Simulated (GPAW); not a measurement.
# STM contrast on Y2NS2 MXene monolayer, part 2 of 2

Wanted: filled- and empty-state images of Y2NS2 MXene monolayer, with its work function.

GPAW 26.7.0; GPAW, PAW setups; layer in a repeated cell with vacuum, relaxation of atoms and in-plane cell (the session's first sound run).

So far. Step 2 (Relaxation): The relaxation lowered the energy of the cell by 0.779 eV (energies extrapolated to zero smearing; the optimiser's log prints free energies). The largest force left on a free atom is 0.019 eV/Å.

## 3. Plane waves, PBE (continued)

Level of this step: GPAW, PAW setups; slab in vacuum (GPAW).

Tip height over the top atom over a1 and a2. Sample bias 2 V, constant current at the mean current 3.0 Å over the top atom.

Ten even steps from '_' (2.66 Å) to '@' (3.23 Å):
```
::::::----======++++++++======----::::::
::::::--------------------------::::::::
--------------::::::::------------------
--------::::..........::::--------======
====----::..________..::----====++++++++
++==----..__________..----==++++******++
++==--::..________..::--==++************
**++--::..______..::--++****##########**
**++--::..____..::--++**##%%%%%%%%%%%%##
**++--::......::--++**##%%%%@@@@@@%%%%##
**++----::::----++**##%%@@@@@@@@@@@@%%##
**==----::----==**##%%@@@@@@@@@@@@@@%%##
++==--------==++**%%%%@@@@@@@@@@@@%%%%**
++==------==++**##%%@@@@@@@@@@@@@@%%##**
==--------==++**##%%@@@@@@@@@@@@%%##**++
----::----++****##%%@@@@@@@@@@%%##****++
--::::--==++****##%%%%@@@@%%%%##****++==
::::::--==++****##%%%%%%%%%%##****++==--
::::::--==++++****########****++++==--::
..::::----==++++**********++++==----::::
```
Columns: a1 from 0 to 0.95; rows upwards: a2 from 0 to 0.95.

Local density of states summed over the bias window over a1 and a2. Sample bias 2 V, constant height 3.0 Å over the top atom.

Ten even steps from '_' (0.39 × 1e-5 arbitrary) to '@' (1.60 × 1e-5 arbitrary):
```
______......::::::::::::::::......______
____..............................______
..........__............__..............
........__________________..............
::....____________________....::::::::::
::::....______________....::::----------
--::....____________....::----========--
--::....__________....::--==++++++++++==
--::....________....::--==++********++==
--::....______....::--==**####%%####**==
--::....____....::--==**##%%%%%%%%##**==
--::..______..::--==**##%%@@@@@@%%##**==
--::........::--==++##%%@@@@@@@@%%##++==
::..........::--++**##%%@@@@@@%%##**++--
::........::--==++**%%%%@@@@%%%%**++==--
..........::--==++**##%%%%%%##**++==--::
..____....::--==++**########**++==--::..
______....::--==++++******++++==--::....
______....::----============----::....__
..____....::::--------------::::....____
```
Columns: a1 from 0 to 0.95; rows upwards: a2 from 0 to 0.95.

The potential is flat to 2.9e-4 eV/Å where it is read, so the vacuum is wide enough.

## 4. A changed run

One more run, with changed settings.

Contents of run.py:

```python
import json
import numpy as np
from ase import Atoms
from gpaw import GPAW, PW
from gpaw.external import ConstantElectricField

slab = Atoms(
    ['S', 'Y', 'N', 'Y', 'S'],
    positions=[
        [0.00000, 2.12230, 8.00000],
        [1.83796, 1.06114, 9.58148],
        [0.00000, 0.00000, 10.98211],
        [0.00000, 2.12230, 12.38273],
        [1.83796, 1.06114, 13.96421]],
    cell=[[3.67592, -0.0, 0.0], [-1.83796, 3.18344, 0.0], [0.0, 0.0, 21.9642]],
    pbc=[True, True, False])

slab.calc = GPAW(mode=PW(500), xc='PBE', kpts={'size': (9, 9, 1), 'gamma': True},
                 occupations={'name': 'fermi-dirac', 'width': 0.05}, nbands='160%',
                 convergence={'density': 1e-05}, maxiter=75,
                 poissonsolver={'dipolelayer': 'xy'},
                 external=ConstantElectricField(3.0, [0, 0, 1]),
                 symmetry={'tolerance': 1e-3}, txt='slab.txt')
result = {}
energy = slab.get_potential_energy()
fermi = slab.calc.get_fermi_level()
v = slab.calc.get_electrostatic_potential().mean((0, 1)) - fermi
n = slab.calc.get_pseudo_density().mean((0, 1))
L = slab.cell[2, 2]
z = np.arange(len(v)) * L / len(v)
low, high = slab.positions[:, 2].min(), slab.positions[:, 2].max()
below, above = np.interp([low - 5.8, high + 5.8], z, v)
slopes = [np.interp(x, z, np.gradient(v, z)) for x in (low - 5.8, high + 5.8)]
eps = np.array([[slab.calc.get_eigenvalues(k, s) for k in range(len(slab.calc.get_ibz_k_points()))]
                for s in range(slab.calc.get_number_of_spins())]) - fermi
top, bottom = eps[eps < 0].max(), eps[eps > 0].min()
dipole = slab.get_dipole_moment()[2]
print(f'energy {energy:.4f} eV, Fermi level {fermi:.4f} eV, dipole {dipole:.5f} e A')
print(f'potential 5.8 A off the faces, from the Fermi level: lower {below:.4f} eV, upper {above:.4f} eV')
print(f'slope of the potential there: lower {slopes[0]:.5f}, upper {slopes[1]:.5f} eV/A')
print(f'nearest levels on the mesh: {top:.4f} and {bottom:.4f} eV')
print('magnetic moment', round(slab.get_magnetic_moment(), 3))
result.update(energy=energy, fermi=fermi, dipole=dipole, below=below, above=above, slopes=slopes, edges=[top, bottom],
              z=z.tolist(), v=v.tolist(), n=n.tolist(), positions=slab.positions.tolist(),
              forces=slab.get_forces(apply_constraint=False).tolist(), moments=slab.get_magnetic_moments().tolist())
json.dump(result, open('result.json', 'w'))
```

Run with:

```console
$ OMP_NUM_THREADS=1 OPENBLAS_NUM_THREADS=1 python run.py
```

Log:

```text
energy -35.0741 eV, Fermi level -4.6604 eV, dipole 2.22551 e A
potential 5.8 A off the faces, from the Fermi level: lower 28.6140 eV, upper -4.1092 eV
slope of the potential there: lower -1.67090, upper 0.04382 eV/A
nearest levels on the mesh: -0.0138 and 0.0428 eV
magnetic moment 0.0
```

Elapsed: 5.4 min, on 1 thread of Arm Neoverse V1, shared host; peak memory 0.46 GiB.

The run finished. A setting was moved off its sound value on purpose, so it serves as a test and not as the result.

The fault put into the input: a field far too strong (field = 3.0).

The two runs compared:

```
                     quantity  this run  sound run  difference
dipole along the normal (e·Å)    2.2255   1.995e-4        2.23
```

One result that differs is the dipole along the normal, 2.23 e·Å against 2.0e-4 e·Å.

## 5. Summary of results

```yaml
work_function_both_faces: 7.21 eV
dipole_along_the_normal: 2.0e-4 e Å
corrugation_at_minus_1p5_v: 0.608 Å
corrugation_at_2_v: 0.570 Å
```

The tip height varies by 0.57 to 0.61 Å over the cell, much the same at every bias tried. Negative sample bias images filled states, positive bias empty ones. The images are of Tersoff-Hamann type: an s-wave tip, no tip-sample forces, heights closer than in a microscope. The starting lattice was a guess from atomic radii; the relaxation moved it by 8 %. The cell holds an odd number of electrons, so without spin polarisation it must come out metallic and without a moment, whatever its true state. The layer's cell and atoms come from the relaxation; spin-orbit coupling and temperature are left out.

[Logs are printed without paths, hosts, clocks, repeated set-up lines and the standing remarks that a program may print on its own settings, such as how far it seeks lower states.]

[Hosts, paths, dates, database ids (printed as entryN), source tags and the programs' standing remarks are cut or masked in the printed files.]
